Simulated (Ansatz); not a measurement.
# Band edges and screening of M₂CO₂ MXenes

How do lattice constant, gap, band edges against the vacuum and out-of-plane screening change with the metal?

How it was computed: Ansatz 0.2.0, plane waves with PAW datasets (its set soft_2), PBE with D3(BJ) or D4 dispersion as listed, spin-polarised where a moment is listed. Cell and atoms are relaxed, then single points with 18 Å of vacuum and a dipole correction give the bands along the symmetry path and the vacuum levels; the slope of the dipole p over the fields up to 0.1 V/Å along the normal (atoms held, so electronic screening alone; stronger fields, where run, are left out of the fit) is quoted as p/(ε₀AE), the thickness of a perfect conductor with the same dipole.

What came out:

| layer | upper / lower face | dispersion | moment (μB a cell) | a (Å) | gap (eV) | ionisation energy (eV) | affinity (eV) | work function (eV) | vacuum step (eV) | outer atoms apart (Å) | equivalent conductor (Å) |
| --- | --- | --- | --- | --- | --- | --- | --- | --- | --- | --- | --- |
| Cr2CO2 MXene | O / O | D3 | 4.0 | 2.88 | none | - | - | 6.22 | 0.00 | 4.42 | 5.50 |
| Ti2CO2 MXene | O / O | D3 | - | 3.01 | 0.31 | 5.84 | 5.53 | - | 0.00 | 4.43 | 5.43 |
| Mo2CO2 MXene | O / O | D3 | - | 3.07 | none | - | - | 6.32 | 0.00 | 4.48 | 5.49 |
| W2CO2 MXene | O / O | D3 | - | 3.10 | none | - | - | 5.86 | 0.00 | 4.49 | 5.46 |
| Hf2CO2 MXene | O / O | D3 | - | 3.26 | 0.97 | 5.37 | 4.40 | - | 0.00 | 4.63 | 5.53 |
| Zr2CO2 MXene | O / O | D3 | - | 3.29 | 0.95 | 5.38 | 4.43 | - | 0.00 | 4.64 | 5.58 |

**Reading.** The rows are sorted by lattice constant, from 2.88 Å (Cr2CO2 MXene) to 3.29 Å (Zr2CO2 MXene). 3 of the 6 layers have a gap over 0.05 eV, from 0.31 eV (Ti2CO2 MXene) to 0.97 eV (Hf2CO2 MXene). The equivalent conductor thickness less the distance between the outer atoms runs from +0.9 to +1.1 Å. Ionisation energies run from 5.37 eV (Hf2CO2 MXene) to 5.84 eV (Ti2CO2 MXene). The work functions of the gapless layers run from 5.86 eV (W2CO2 MXene) to 6.32 eV (Mo2CO2 MXene). Cr2CO2 MXene keeps a moment.

What the numbers leave out: PBE gaps usually lie under quasiparticle gaps, and spin-orbit coupling and excitons are left out. The layers are built from prototypes, and no phonons were run to test their stability; OH-capped layers and open-shell layers run without spin are not listed. In the rows with elements from Sb on, spin-orbit coupling can change gaps by tenths of an eV. The terminations sit over the metal atoms of the far layer; the site over carbon or nitrogen, which some of these compounds prefer, was not run. Spin-polarised layers come from one ferromagnetic start in the smallest cell, without a Hubbard term, so a missing gap can be the functional's fault. The table is a selection: not every member that was run is listed.
